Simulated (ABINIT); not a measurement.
Planning a run of ABINIT 10.8.3 on WS2 (Tungstenite). The input:

```
acell 3*1.0 Angstrom
rprim 
  1.579000000014 0.911636075086 6.348233333295
  -1.579000000014 0.911636075086 6.348233333295
  -0.000000000000 -1.823272150089 6.348233333307
ntypat 2
znucl 74 16
natom 3
typat 1 2 2
xred 
  0.000668707214 0.000668707214 0.000668707214
  0.252574341819 0.252574341819 0.252574341819
  0.415456950967 0.415456950967 0.415456950967
pp_dirpath "pseudos"
pseudos "W.upf, S.upf"
ecut 29
ngkpt 4 4 4
nshiftk 1
shiftk 0 0 0
kptopt 1
chksymbreak 0
irdden 1
istwfk *1
nband 124
prtvol 0
optdriver 6
gwr_task "HDIAGO"
paral_kgb 0
occopt 1
indata_prefix "in"
outdata_prefix "out"
tmpdata_prefix "tmp"
```

```sh
OMP_NUM_THREADS=1 mpirun -n 8 abinit run.abi > log
```

Estimate wall time and host memory on 8 MPI ranks of Arm Neoverse N1, shared host.

It took 69 s; on shared hardware allow 34 s to 2.3 min. Peak host memory was 3.9 GiB.

[Paths, hosts, dates, memory and timing lines, banners, echoed tables and standing remarks are left out of the program output.]

[Logs are printed without paths, hosts, clocks, repeated set-up lines and the standing remarks that a program may print on its own settings, such as how far it seeks lower states.]

[Runs of the session that timed out or met a known fault of the program may be left out.]

[Hosts, paths, dates, database ids (printed as entryN), source tags and the programs' standing remarks are cut or masked in the printed files.]

[G0W0 gaps are taken among the corrected bands and points alone; a level outside them can change the order at an edge.]

[Where Ansatz stands beside ABINIT at settings called matched, ABINIT's density can come from a denser mesh and the files from another edition; pairs whose starting gaps differed by over 0.03 eV were left out, so agreement reads better than it is.]
